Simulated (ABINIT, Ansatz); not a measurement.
# MgTiF6 (R-3): G0W0 on several meshes in ABINIT, part 2 of 2

Aim: the GW shift of MgTiF6 (R-3) against the k mesh.

ABINIT 10.8.3; PBEsol and many-body steps on it, plane waves. Known limits of the many-body steps: not at the basis limit; coarse k mesh.

So far. Step 4 (2×2×2): The gap on the mesh goes from 4.88 eV to 9.62 eV, a correction of +4.74 eV. Step 5 (Empty states on the mesh, 4×4×4 mesh, 111 bands): On this mesh the gap is 4.879 eV.

### Step 7. 4×4×4

This step: G0W0 on PBEsol, plane waves, norm-conserving pseudopotentials.

Input file run.abi:

```
acell 3*1.0 Angstrom
rprim 
  2.608280093927 1.505891214373 4.444507563992
  -2.608280093927 1.505891214373 4.444507563992
  0.000000000000 -3.011782428679 4.444507564015
ntypat 3
znucl 12 22 9
natom 8
typat 1 2 3 3 3 3 3 3
xred 
  0.500000000000 0.500000000000 0.500000000000
  0.000000000000 -0.000000000000 -0.000000000000
  0.671617650000 0.842455580000 0.242244330000
  0.842455580000 0.242244330000 0.671617650000
  0.757755670000 0.328382350000 0.157544420000
  0.157544420000 0.757755670000 0.328382350000
  0.328382350000 0.157544420000 0.757755670000
  0.242244330000 0.671617650000 0.842455580000
pp_dirpath "pseudos"
pseudos "Mg.upf, Ti.upf, F.upf"
ecut 38
ngkpt 4 4 4
nshiftk 1
shiftk 0 0 0
kptopt 1
chksymbreak 0
istwfk *1
occopt 1
irdwfk 1
optdriver 4
nband 101
gwcalctyp 0
ecutsigx 38
symsigma 1
nkptgw 2
kptgw 
  0.0000000000 0.0000000000 0.0000000000
  0.5000000000 0.5000000000 0.0000000000
bdgw 
  31 35
  31 34
ecuteps 4.2
irdscr 1
ppmodel 1
indata_prefix "in"
outdata_prefix "out"
tmpdata_prefix "tmp"
```

Launch:

```console
> OMP_NUM_THREADS=1 mpirun -n 4 abinit run.abi > log
```

Numbers of over 12 decimals in the logs are rounded to 6 here.

What it wrote:

```text
.Version 10.8.3 of ABINIT. v10.8.2 released Aug 2026.

 Symmetries : space group R-3 (#148); Bravais hR (rhombohedral)
[... echo of the input left out ...]
== DATASET  1 ==================================================================
-   mpi_nproc: 4, omp_nthreads: 1 (-1 if OMP is not activated)

--- !DatasetInfo
iteration_state: {dtset: 1, }
dimensions: {natom: 8, nkpt: 14, mband: 101, nsppol: 1, nspinor: 1, nspden: 1, mpw: 7942, }
cutoff_energies: {ecut:  38.0, pawecutdg:  -1.0, }
electrons: {nelect:   6.40000000E+01, charge:   0.00000000E+00, occopt:   1.00000000E+00, tsmear:   1.00000000E-02, }

 SIGMA: Calculation of the GW corrections

 Based on a program developped by R.W. Godby, V. Olevano, G. Onida, and L. Reining.
 Incorporated in ABINIT by V. Olevano, G.-M. Rignanese, and M. Torrent.
.Using double precision arithmetic ; gwpc =  8

[... cell and pseudopotentials left out ...]
--------------------------------------------------------------------------------

 ==== K-mesh for the wavefunctions ====
 Number of points in the irreducible wedge :    14
[... list of points left out ...]
 Together with  6 symmetry operations and time-reversal symmetry
 yields    64 points in the full Brillouin Zone.

 ==== Q-mesh for screening function ====
 Number of points in the irreducible wedge :    14
[... list of points left out ...]
 Together with  6 symmetry operations and time-reversal symmetry
 yields    64 points in the full Brillouin Zone.

 vcoul_init : cutoff-mode = AUXILIARY_FUNCTION
 q-points for optical limit:   1
     1)      0.000010    0.000020    0.000030
 setmesh: FFT mesh size selected  =    60x   60x   60
          total number of points  =       216000

 Number of electrons calculated from density =   64.0000; Expected =   64.0000
[...]
number of omega for Sigma on real axis              0
 max omega for Sigma on real axis  [eV]           0.00
 zcut for avoiding poles [eV]                     0.10

 EPSILON^-1 parameters (SCR file):
 dimension of the eps^-1 matrix on file            295
 dimension of the eps^-1 matrix used               295
 number of plane-waves for wavefunctions          7895
 number of bands                                   101
 number of q-points in IBZ                          14
 number of frequencies                               2
 number of real frequencies                          1
 number of imag frequencies                          1

 matrix elements of self-energy operator (all in [eV])

 Perturbative Calculation

--- !SelfEnergy_ee
iteration_state: {dtset: 1, }
kpoint     : [   0.000,    0.000,    0.000, ]
spin       : 1
KS_gap     :    4.888
QP_gap     :    9.839
Delta_QP_KS:    4.952
data: !SigmaeeData |
     Band     E0 <VxcDFT>   SigX SigC(E0)      Z dSigC/dE  Sig(E)    E-E0       E
       31  -1.679 -22.822 -30.681   5.720   0.792  -0.262 -24.517  -1.695  -3.374
       32  -1.679 -22.822 -30.681   5.720   0.792  -0.262 -24.517  -1.695  -3.374
       33   3.208 -21.500 -13.108  -4.323   0.801  -0.249 -18.243   3.257   6.465
[...]
--- !SelfEnergy_ee
iteration_state: {dtset: 1, }
kpoint     : [   0.500,    0.500,    0.000, ]
spin       : 1
KS_gap     :    4.926
QP_gap     :    9.868
Delta_QP_KS:    4.943
data: !SigmaeeData |
     Band     E0 <VxcDFT>   SigX SigC(E0)      Z dSigC/dE  Sig(E)    E-E0       E
[...]
33   3.200 -21.439 -13.023  -4.361   0.801  -0.249 -18.192   3.247   6.447
       34   3.298 -21.787 -13.579  -4.169   0.799  -0.251 -18.559   3.228   6.526

== END DATASET(S) ==============================================================
================================================================================

 -outvars: echo values of variables after computation  --------
           etotal      0.0000000000E+00
            nband         101
             nkpt          14
          spgroup         148
 [... the other variables as echoed above ...]

 Calculation completed.
```

The job ended after 57 s (4 MPI ranks of Intel Xeon Platinum 8259CL at 2.50GHz (Skylake/Cascade Lake), shared host; peak memory 2.7 GiB; 3.8 min of CPU time).

Numbers from this step:

- G0W0 gap on the points computed: 9.8 eV
- starting gap on the mesh: 4.879 eV
- k of the valence top: 0, 0, 0
- k of the conduction bottom: 0, 0, 0
- Z at the valence top: 0.792
- Z at the conduction bottom: 0.801
- least direct G0W0 gap on the computed points: 9.8 eV

Against G0W0 in ABINIT (2×2×2 mesh, 101 bands, screening to 114.3 eV, Godby-Needs plasmon pole), the gap moves by +0.184 eV.

### Step 8. The runs together

Times are wall times on 4 MPI ranks of Intel Xeon Platinum 8259CL at 2.50GHz (Skylake/Cascade Lake), shared host, good to a factor of about two. A run's time includes the screening step that it read.

```
  run   mesh  bands  screening cutoff (eV)  DFT gap (eV)  gap on the mesh (eV)  direct (eV)  ε∞ used    time
2×2×2  2×2×2    101                  114.3         4.879                 9.616        9.616     2.28    88 s
4×4×4  4×4×4    101                  114.3         4.879                 9.800        9.800     2.25  25 min
```

### Step 9. Outcome

| Item | Value |
| --- | --- |
| 2×2×2 | 9.616 eV |
| 4×4×4 | 9.800 eV |
| known limits | not at the basis limit; coarse k mesh |

4×4×4: +0.184 eV against 2×2×2. Bands and cutoff are finite, so the gap is not at the basis limit. The miss can reach some tenths of an eV and take either sign; the mesh is an error of its own. In the first G0W0 run levels were corrected at 2 k points alone, so a gap called «on the mesh» is the least over those, and an edge elsewhere would be missed. The 2×2×2 mesh is coarse for this cell, which bears on the long-range parts of exchange and screening.

[Paths, hosts, dates, memory and timing lines, banners, echoed tables and standing remarks are left out of the program output.]

[Logs are printed without paths, hosts, clocks, repeated set-up lines and the standing remarks that a program may print on its own settings, such as how far it seeks lower states.]

[Runs of the session that timed out or met a known fault of the program may be left out.]

[No measured gap is set beside runs whose start may be inverted or whose files or cutoffs have a known fault.]

[Hosts, paths, dates, database ids (printed as entryN), source tags and the programs' standing remarks are cut or masked in the printed files.]

[G0W0 gaps are taken among the corrected bands and points alone; a level outside them can change the order at an edge.]

[Where Ansatz stands beside ABINIT at settings called matched, ABINIT's density can come from a denser mesh and the files from another edition; pairs whose starting gaps differed by over 0.03 eV were left out, so agreement reads better than it is.]
